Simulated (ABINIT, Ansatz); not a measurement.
# CdH2O2 (P-3m1): G0W0 with ABINIT, start to end, part 2 of 3

How does a plane-wave GW calculation on CdH2O2 (P-3m1) run from the first input to the gap?

ABINIT 10.8.3; PBEsol and many-body steps on it, plane waves. Known limits of the many-body steps: not at the basis limit; d shell near the gap, gap tends to lie low; no spin-orbit coupling; coarse k mesh.

So far. Step 2 (Ground state): The gap is indirect, with the least direct gap 0.35 eV higher.

### 3. Bands along the symmetry lines

Level of this step: DFT, PBEsol, plane waves, norm-conserving pseudopotentials (ABINIT).

The cheap functional maps the bands first; the places of the edges decide which points the dearer methods must see.

run.abi reads:

```
acell 3*1.0 Angstrom
rprim 
  3.515525964753 0.000000000011 0.000000000000
  -1.757762982386 3.044534793135 0.000000000000
  0.000000000000 0.000000000000 4.642979290000
ntypat 3
znucl 48 1 8
natom 5
typat 1 2 2 3 3
xred 
  0.000000000000 0.000000000000 0.000000000000
  0.666666666667 0.333333333333 0.550960720000
  0.333333333333 0.666666666667 0.449039280000
  0.666666666667 0.333333333333 0.759372000000
  0.333333333333 0.666666666667 0.240628000000
pp_dirpath "pseudos"
pseudos "Cd.upf, H.upf, O.upf"
ecut 47
iscf -2
irdden 1
kptopt 0
nkpt 75
kpt 
  0.00000000 0.00000000 0.00000000
  0.06250000 0.00000000 0.00000000
  0.12500000 0.00000000 0.00000000
  0.18750000 0.00000000 0.00000000
  0.25000000 0.00000000 0.00000000
  0.31250000 0.00000000 0.00000000
  0.37500000 0.00000000 0.00000000
  0.43750000 0.00000000 0.00000000
  0.50000000 0.00000000 0.00000000
  0.47916667 0.04166667 0.00000000
  0.45833333 0.08333333 0.00000000
  0.43750000 0.12500000 0.00000000
  0.41666666 0.16666666 0.00000000
  0.39583333 0.20833333 0.00000000
  0.37500000 0.25000000 0.00000000
  0.35416666 0.29166666 0.00000000
  0.33333333 0.33333333 0.00000000
  0.29166666 0.29166666 0.00000000
  0.25000000 0.25000000 0.00000000
  0.20833333 0.20833333 0.00000000
  0.16666666 0.16666666 0.00000000
  0.12500000 0.12500000 0.00000000
  0.08333333 0.08333333 0.00000000
  0.04166667 0.04166667 0.00000000
  0.00000000 0.00000000 0.00000000
  0.00000000 0.00000000 0.06250000
  0.00000000 0.00000000 0.12500000
  0.00000000 0.00000000 0.18750000
  0.00000000 0.00000000 0.25000000
  0.00000000 0.00000000 0.31250000
  0.00000000 0.00000000 0.37500000
  0.00000000 0.00000000 0.43750000
  0.00000000 0.00000000 0.50000000
  0.06250000 0.00000000 0.50000000
  0.12500000 0.00000000 0.50000000
  0.18750000 0.00000000 0.50000000
  0.25000000 0.00000000 0.50000000
  0.31250000 0.00000000 0.50000000
  0.37500000 0.00000000 0.50000000
  0.43750000 0.00000000 0.50000000
  0.50000000 0.00000000 0.50000000
  0.47916667 0.04166667 0.50000000
  0.45833333 0.08333333 0.50000000
  0.43750000 0.12500000 0.50000000
  0.41666666 0.16666666 0.50000000
  0.39583333 0.20833333 0.50000000
  0.37500000 0.25000000 0.50000000
  0.35416666 0.29166666 0.50000000
  0.33333333 0.33333333 0.50000000
  0.29166666 0.29166666 0.50000000
  0.25000000 0.25000000 0.50000000
  0.20833333 0.20833333 0.50000000
  0.16666666 0.16666666 0.50000000
  0.12500000 0.12500000 0.50000000
  0.08333333 0.08333333 0.50000000
  0.04166667 0.04166667 0.50000000
  0.00000000 0.00000000 0.50000000
  0.50000000 0.00000000 0.50000000
  0.50000000 0.00000000 0.43750000
  0.50000000 0.00000000 0.37500000
  0.50000000 0.00000000 0.31250000
  0.50000000 0.00000000 0.25000000
  0.50000000 0.00000000 0.18750000
  0.50000000 0.00000000 0.12500000
  0.50000000 0.00000000 0.06250000
  0.50000000 -0.00000000 0.00000000
  0.33333333 0.33333333 0.50000000
  0.33333333 0.33333333 0.43750000
  0.33333333 0.33333333 0.37500000
  0.33333333 0.33333333 0.31250000
  0.33333333 0.33333333 0.25000000
  0.33333333 0.33333333 0.18750000
  0.33333333 0.33333333 0.12500000
  0.33333333 0.33333333 0.06250000
  0.33333333 0.33333333 0.00000000
istwfk *1
nband 24
nbdbuf 2
tolwfr 1e-08
nstep 40
prtwf 0
prtvol 0
indata_prefix "in"
outdata_prefix "out"
tmpdata_prefix "tmp"
```

Started as:

```console
> OMP_NUM_THREADS=1 mpirun -n 4 abinit run.abi > log
```

Numbers of over 12 decimals in the logs are rounded to 6 here.

Log:

```text
.Version 10.8.3 of ABINIT. v10.8.2 released Aug 2026.

 Symmetries : space group P-3 m 1 (#164); Bravais hP (primitive hexag.)
[... echo of the input left out ...]
== DATASET  1 ==================================================================
-   mpi_nproc: 4, omp_nthreads: 1 (-1 if OMP is not activated)

--- !DatasetInfo
iteration_state: {dtset: 1, }
dimensions: {natom: 5, nkpt: 75, mband: 24, nsppol: 1, nspinor: 1, nspden: 1, mpw: 5184, }
cutoff_energies: {ecut:  47.0, pawecutdg:  -1.0, }
electrons: {nelect:   3.40000000E+01, charge:   0.00000000E+00, occopt:   1.00000000E+00, tsmear:   1.00000000E-02, }

 Real(R)+Recip(G) space primitive vectors, cartesian coordinates (Bohr,Bohr^-1):
 R(1)=  6.6433813  0.0000000  0.0000000  G(1)=  0.1505258  0.0869061  0.0000000
 R(2)= -3.3216906  5.7533369  0.0000000  G(2)=  0.0000000  0.1738122  0.0000000
 R(3)=  0.0000000  0.0000000  8.7739593  G(3)=  0.0000000  0.0000000  0.1139736
 Unit cell volume ucvol=  3.3535486E+02 bohr^3
 Angles (23,13,12)=  9.00000000E+01  9.00000000E+01  1.20000000E+02 degrees

 getcut: wavevector=  0.0000  0.0000  0.0000  ngfft=  45  45  60
         ecut(hartree)=     47.000   => boxcut(ratio)=   2.14610

--- Pseudopotential description ------------------------------------------------
- Cd Generated using ONCVPSP code by D. R. Hamann
- 48.00000  20.00000  180301                  znucl, zion, pspdat
12 -116133 2 -1 1368                          pspcod,pspxc,lmax,lloc,mmax
     nproj     2     2     2
  pspatm : epsatm=   23.26728955
         --- l  ekb(1:nproj) -->
             0   63.701523    3.700425
             1    8.703569    1.290373
             2    0.983656   -0.721725
 pspatm: atomic psp has been read  and splines computed

- H Generated using ONCVPSP code by D. R. Hamann
-  1.00000   1.00000  180301                  znucl, zion, pspdat
12 -116133 1 -1 1180                          pspcod,pspxc,lmax,lloc,mmax
     nproj     2     1     0
  pspatm : epsatm=    0.35585368
         --- l  ekb(1:nproj) -->
[...]
1   -0.494138
 pspatm: atomic psp has been read  and splines computed

- O Generated using ONCVPSP code by D. R. Hamann
-  8.00000   6.00000  180301                  znucl, zion, pspdat
12 -116133 2 -1 936                           pspcod,pspxc,lmax,lloc,mmax
     nproj     2     2     1
  pspatm : epsatm=    6.22910120
         --- l  ekb(1:nproj) -->
[...]
2   -1.335834
 pspatm: atomic psp has been read  and splines computed

--------------------------------------------------------------------------------

================================================================================
 prteigrs : about to open file out_EIG
 Non-SCF case, kpt    1 (  0.00000  0.00000  0.00000), residuals and eigenvalues=
  8.56E-09  6.64E-09  2.14E-09  4.71E-09  2.62E-09  8.65E-09  5.76E-09  4.08E-09
[...]
Non-SCF case, kpt   74 (  0.33333  0.33333  0.06250), residuals and eigenvalues=
[...]
Non-SCF case, kpt   75 (  0.33333  0.33333  0.00000), residuals and eigenvalues=
[...]
-3.7984E-02 -2.5678E-02  5.4109E-02  5.4109E-02  5.6683E-02  3.6400E-01
  4.0551E-01  4.0551E-01  4.8311E-01  5.4066E-01  5.6726E-01  5.6726E-01

--- !ResultsGS
iteration_state: {dtset: 1, }
comment   : Summary of ground state results
lattice_vectors:
- [  6.6433813,   0.0000000,   0.0000000, ]
- [ -3.3216906,   5.7533369,   0.0000000, ]
- [  0.0000000,   0.0000000,   8.7739593, ]
lattice_lengths: [   6.64338,    6.64338,    8.77396, ]
lattice_angles: [ 90.000,  90.000, 120.000, ] # degrees, (23, 13, 12)
lattice_volume:   3.3535486E+02
convergence: {deltae:  0.000E+00, res2:  0.000E+00, residm:  9.989E-09, diffor:  0.000E+00, }
etotal    :  -2.09361150E+02
entropy   :   0.00000000E+00
fermie    :   1.14201599E-01
cartesian_stress_tensor: null
pressure_GPa: null
xred      :
- [  0.0000E+00,   0.0000E+00,   0.0000E+00, Cd]
- [  6.6667E-01,   3.3333E-01,   5.5096E-01,  H]
- [  3.3333E-01,   6.6667E-01,   4.4904E-01,  H]
- [  6.6667E-01,   3.3333E-01,   7.5937E-01,  O]
- [  3.3333E-01,   6.6667E-01,   2.4063E-01,  O]
cartesian_forces: null
force_length_stats: {min: null, max: null, mean: null, }

 Integrated electronic density in atomic spheres:
 ------------------------------------------------
 Atom  Sphere_radius  Integrated_density
[...]
================================================================================

 ----iterations are completed or convergence reached----

 Mean square residual over all n,k,spin=   47.529E-10; max=  99.894E-10
 reduced coordinates (array xred) for    5 atoms
[...]
0.666666666667      0.333333333333      0.759372000000
       0.333333333333      0.666666666667      0.240628000000

 cartesian coordinates (angstrom) at end:
    1      0.000000     0.000000     0.000000
    2      1.757763     1.014845     2.558099
    3     -6.33e-12     2.029690     2.084880
    4      1.757763     1.014845     3.525748
    5     -6.33e-12     2.029690     1.117231
 length scales=  1.889726125908  1.889726125908  1.889726125908 bohr
              =  1.000000000000  1.000000000000  1.000000000000 angstroms
 prteigrs : about to open file out_EIG
 Eigenvalues (hartree) for nkpt=  75  k points:
 kpt#   1, nband= 24, wtk=  1.00000, kpt=  0.0000  0.0000  0.0000 (reduced coord)
[...]
kpt#   2, nband= 24, wtk=  1.00000, kpt=  0.0625  0.0000  0.0000 (reduced coord)
[...]
kpt#   3, nband= 24, wtk=  1.00000, kpt=  0.1250  0.0000  0.0000 (reduced coord)
[...]
kpt#  74, nband= 24, wtk=  1.00000, kpt=  0.3333  0.3333  0.0625 (reduced coord)
[...]
kpt#  75, nband= 24, wtk=  1.00000, kpt=  0.3333  0.3333  0.0000 (reduced coord)
[...]
-0.10453   -0.10453   -0.09485   -0.03798   -0.03798   -0.02568    0.05411    0.05411
   0.05668    0.36400    0.40551    0.40551    0.48311    0.54066    0.56726    0.56726

== END DATASET(S) ==============================================================
================================================================================

 -outvars: echo values of variables after computation  --------
            nband          24
             nkpt          75
          spgroup         164
 [... the other variables as echoed above ...]

 Calculation completed.
```

Wall time 42 s (4 MPI ranks of Arm Neoverse V2, shared host); peak memory 0.42 GiB.

Numbers from this step:

* gap: 1.638 eV
* k of the valence top: 0.5, 0, 0
* k of the conduction bottom: 0, 0, 0
* least direct gap: 1.983 eV

The gap is 1.638 eV, as in the run before at this level.

The electronic bands at the labelled points (eV, zero at the top of the highest filled band):

```csv
point,band 14,band 15,band 16,band 17,band 18,band 19,band 20,band 21
Γ,-1.06,-1.06,-0.34,-0.34,1.64,6.13,9.97,12.80
halfway,-2.58,-1.63,-1.14,-0.15,3.83,7.68,8.74,10.52
M,-2.95,-2.47,-2.21,0.00,6.39,6.48,8.80,10.42
halfway,-3.35,-2.20,-1.97,-0.55,6.63,6.93,8.65,10.22
K,-3.81,-1.64,-1.64,-1.57,6.80,7.93,7.93,10.04
halfway,-2.84,-1.92,-0.77,-0.61,4.33,8.08,8.46,10.52
Γ,-1.06,-1.06,-0.34,-0.34,1.64,6.13,9.97,12.80
halfway,-1.20,-1.20,-0.19,-0.19,2.48,5.83,9.82,12.77
A,-1.30,-1.30,-0.07,-0.07,4.29,4.29,11.03,11.23
halfway,-1.93,-1.42,-1.30,-0.36,5.21,5.68,9.81,10.77
L,-2.40,-2.05,-1.76,-0.49,5.97,6.94,9.02,9.29
halfway,-2.78,-2.42,-1.24,-0.66,6.43,7.41,8.85,9.47
H,-3.19,-2.45,-0.92,-0.92,7.06,8.11,8.72,8.72
halfway,-2.11,-1.80,-1.15,-0.49,5.49,6.02,9.71,10.43
A,-1.30,-1.30,-0.07,-0.07,4.29,4.29,11.03,11.23
jump to L,-2.40,-2.05,-1.76,-0.49,5.97,6.94,9.02,9.29
halfway,-2.89,-2.04,-2.01,-0.21,6.06,6.85,8.72,9.51
M,-2.95,-2.47,-2.21,0.00,6.39,6.48,8.80,10.42
jump to H,-3.19,-2.45,-0.92,-0.92,7.06,8.11,8.72,8.72
halfway,-3.59,-1.92,-1.26,-1.26,6.91,8.20,8.20,8.79
K,-3.81,-1.64,-1.64,-1.57,6.80,7.93,7.93,10.04
```

### 4. Empty states on the mesh, 3×3×2 mesh, 105 bands

The sums over transitions need many empty states on a uniform mesh; this step solves for them.

run.abi reads:

```
acell 3*1.0 Angstrom
rprim 
  3.515525964753 0.000000000011 0.000000000000
  -1.757762982386 3.044534793135 0.000000000000
  0.000000000000 0.000000000000 4.642979290000
ntypat 3
znucl 48 1 8
natom 5
typat 1 2 2 3 3
xred 
  0.000000000000 0.000000000000 0.000000000000
  0.666666666667 0.333333333333 0.550960720000
  0.333333333333 0.666666666667 0.449039280000
  0.666666666667 0.333333333333 0.759372000000
  0.333333333333 0.666666666667 0.240628000000
pp_dirpath "pseudos"
pseudos "Cd.upf, H.upf, O.upf"
ecut 47
ngkpt 3 3 2
nshiftk 1
shiftk 0 0 0
kptopt 1
chksymbreak 0
iscf -2
irdden 1
istwfk *1
nband 105
nbdbuf 8
tolwfr 1e-09
nstep 60
prtvol 0
indata_prefix "in"
outdata_prefix "out"
tmpdata_prefix "tmp"
```

Log:

```text
.Version 10.8.3 of ABINIT. v10.8.2 released Aug 2026.

 Symmetries : space group P-3 m 1 (#164); Bravais hP (primitive hexag.)
[... echo of the input left out ...]
== DATASET  1 ==================================================================
-   mpi_nproc: 4, omp_nthreads: 1 (-1 if OMP is not activated)

--- !DatasetInfo
iteration_state: {dtset: 1, }
dimensions: {natom: 5, nkpt: 6, mband: 105, nsppol: 1, nspinor: 1, nspden: 1, mpw: 5160, }
cutoff_energies: {ecut:  47.0, pawecutdg:  -1.0, }
electrons: {nelect:   3.40000000E+01, charge:   0.00000000E+00, occopt:   1.00000000E+00, tsmear:   1.00000000E-02, }

 Real(R)+Recip(G) space primitive vectors, cartesian coordinates (Bohr,Bohr^-1):
 R(1)=  6.6433813  0.0000000  0.0000000  G(1)=  0.1505258  0.0869061  0.0000000
 R(2)= -3.3216906  5.7533369  0.0000000  G(2)=  0.0000000  0.1738122  0.0000000
 R(3)=  0.0000000  0.0000000  8.7739593  G(3)=  0.0000000  0.0000000  0.1139736
 Unit cell volume ucvol=  3.3535486E+02 bohr^3
 Angles (23,13,12)=  9.00000000E+01  9.00000000E+01  1.20000000E+02 degrees

 getcut: wavevector=  0.0000  0.0000  0.0000  ngfft=  45  45  60
         ecut(hartree)=     47.000   => boxcut(ratio)=   2.14610

--- Pseudopotential description ------------------------------------------------
- Cd Generated using ONCVPSP code by D. R. Hamann
- 48.00000  20.00000  180301                  znucl, zion, pspdat
12 -116133 2 -1 1368                          pspcod,pspxc,lmax,lloc,mmax
     nproj     2     2     2
  pspatm : epsatm=   23.26728955
         --- l  ekb(1:nproj) -->
             0   63.701523    3.700425
             1    8.703569    1.290373
             2    0.983656   -0.721725
 pspatm: atomic psp has been read  and splines computed

- H Generated using ONCVPSP code by D. R. Hamann
-  1.00000   1.00000  180301                  znucl, zion, pspdat
12 -116133 1 -1 1180                          pspcod,pspxc,lmax,lloc,mmax
     nproj     2     1     0
  pspatm : epsatm=    0.35585368
         --- l  ekb(1:nproj) -->
[...]
1   -0.494138
 pspatm: atomic psp has been read  and splines computed

- O Generated using ONCVPSP code by D. R. Hamann
-  8.00000   6.00000  180301                  znucl, zion, pspdat
12 -116133 2 -1 936                           pspcod,pspxc,lmax,lloc,mmax
     nproj     2     2     1
  pspatm : epsatm=    6.22910120
         --- l  ekb(1:nproj) -->
[...]
2   -1.335834
 pspatm: atomic psp has been read  and splines computed

--------------------------------------------------------------------------------

================================================================================
 prteigrs : about to open file out_EIG
 Non-SCF case, kpt    1 (  0.00000  0.00000  0.00000), residuals and eigenvalues=
  4.60E-10  2.44E-10  3.18E-10  3.68E-10  1.09E-10  1.15E-10  8.71E-10  1.71E-10
  6.61E-10  3.07E-10  8.23E-10  1.62E-10  5.45E-10  2.90E-10  5.86E-10  2.10E-10
  4.60E-10  1.20E-10  1.81E-10  6.66E-10  1.03E-10  5.70E-10  2.98E-10  4.88E-10
[...]
4.94E-05
 -3.5460E+00 -2.1186E+00 -2.1166E+00 -2.1166E+00 -5.6362E-01 -5.2587E-01
 -1.6604E-01 -1.2062E-01 -1.2062E-01 -9.3139E-02 -9.3139E-02 -6.7337E-02
 -4.1289E-02  7.5162E-02  7.5162E-02  1.0152E-01  1.0152E-01  1.7439E-01
[...]
2.6149E+00  2.6336E+00  2.6336E+00  2.6757E+00  2.6793E+00  2.7092E+00
  2.7507E+00  2.7507E+00  2.7717E+00  2.8307E+00  2.8307E+00  2.8358E+00
[...]
prteigrs : prtvol=0 or 1, do not print more k-points.

--- !ResultsGS
iteration_state: {dtset: 1, }
comment   : Summary of ground state results
lattice_vectors:
- [  6.6433813,   0.0000000,   0.0000000, ]
- [ -3.3216906,   5.7533369,   0.0000000, ]
- [  0.0000000,   0.0000000,   8.7739593, ]
lattice_lengths: [   6.64338,    6.64338,    8.77396, ]
lattice_angles: [ 90.000,  90.000, 120.000, ] # degrees, (23, 13, 12)
lattice_volume:   3.3535486E+02
convergence: {deltae:  0.000E+00, res2:  0.000E+00, residm:  9.935E-10, diffor:  0.000E+00, }
etotal    :  -2.09361150E+02
entropy   :   0.00000000E+00
fermie    :   1.14201599E-01
cartesian_stress_tensor: null
pressure_GPa: null
xred      :
- [  0.0000E+00,   0.0000E+00,   0.0000E+00, Cd]
- [  6.6667E-01,   3.3333E-01,   5.5096E-01,  H]
- [  3.3333E-01,   6.6667E-01,   4.4904E-01,  H]
- [  6.6667E-01,   3.3333E-01,   7.5937E-01,  O]
- [  3.3333E-01,   6.6667E-01,   2.4063E-01,  O]
cartesian_forces: null
force_length_stats: {min: null, max: null, mean: null, }

 Integrated electronic density in atomic spheres:
 ------------------------------------------------
 Atom  Sphere_radius  Integrated_density
[...]
================================================================================

 ----iterations are completed or convergence reached----

 Mean square residual over all n,k,spin=   42.595E-11; max=  99.354E-11
 reduced coordinates (array xred) for    5 atoms
[...]
0.666666666667      0.333333333333      0.759372000000
       0.333333333333      0.666666666667      0.240628000000

 cartesian coordinates (angstrom) at end:
    1      0.000000     0.000000     0.000000
    2      1.757763     1.014845     2.558099
    3     -6.33e-12     2.029690     2.084880
    4      1.757763     1.014845     3.525748
    5     -6.33e-12     2.029690     1.117231
 length scales=  1.889726125908  1.889726125908  1.889726125908 bohr
              =  1.000000000000  1.000000000000  1.000000000000 angstroms
 prteigrs : about to open file out_EIG
 Eigenvalues (hartree) for nkpt=   6  k points:
 kpt#   1, nband=105, wtk=  0.05556, kpt=  0.0000  0.0000  0.0000 (reduced coord)
[...]
2.61092    2.61092    2.61491    2.63357    2.63357    2.67574    2.67932    2.70924
   2.75071    2.75071    2.77170    2.83069    2.83069    2.83581    2.83581    2.86253
   2.86257
 prteigrs : prtvol=0 or 1, do not print more k-points.

== END DATASET(S) ==============================================================
================================================================================

 -outvars: echo values of variables after computation  --------
            nband         105
             nkpt           6
          spgroup         164
 [... the other variables as echoed above ...]

 Calculation completed.
```

The job ended after 37 s (4 MPI ranks; peak memory 0.34 GiB; 2.4 min of CPU time).

This step gave:

```yaml
gap: 1.704 eV
k_of_the_valence_top: 0, 0, 0.5
k_of_the_conduction_bottom: 0, 0, 0
least_direct_gap: 1.983 eV
k_points_computed: 6
lowest_point_of_the_top_converged_band_above_the_valence_top: 71.8089 eV
```

On this mesh the gap is 1.704 eV. The earlier step found 1.638 eV, so this mesh misses an edge.

(Continued in part 3 of 3.)

[Paths, hosts, dates, memory and timing lines, banners, echoed tables and standing remarks are left out of the program output.]

[Logs are printed without paths, hosts, clocks, repeated set-up lines and the standing remarks that a program may print on its own settings, such as how far it seeks lower states.]

[Runs of the session that timed out or met a known fault of the program may be left out.]

[Hosts, paths, dates, database ids (printed as entryN), source tags and the programs' standing remarks are cut or masked in the printed files.]

[G0W0 gaps are taken among the corrected bands and points alone; a level outside them can change the order at an edge.]

[Where Ansatz stands beside ABINIT at settings called matched, ABINIT's density can come from a denser mesh and the files from another edition; pairs whose starting gaps differed by over 0.03 eV were left out, so agreement reads better than it is.]
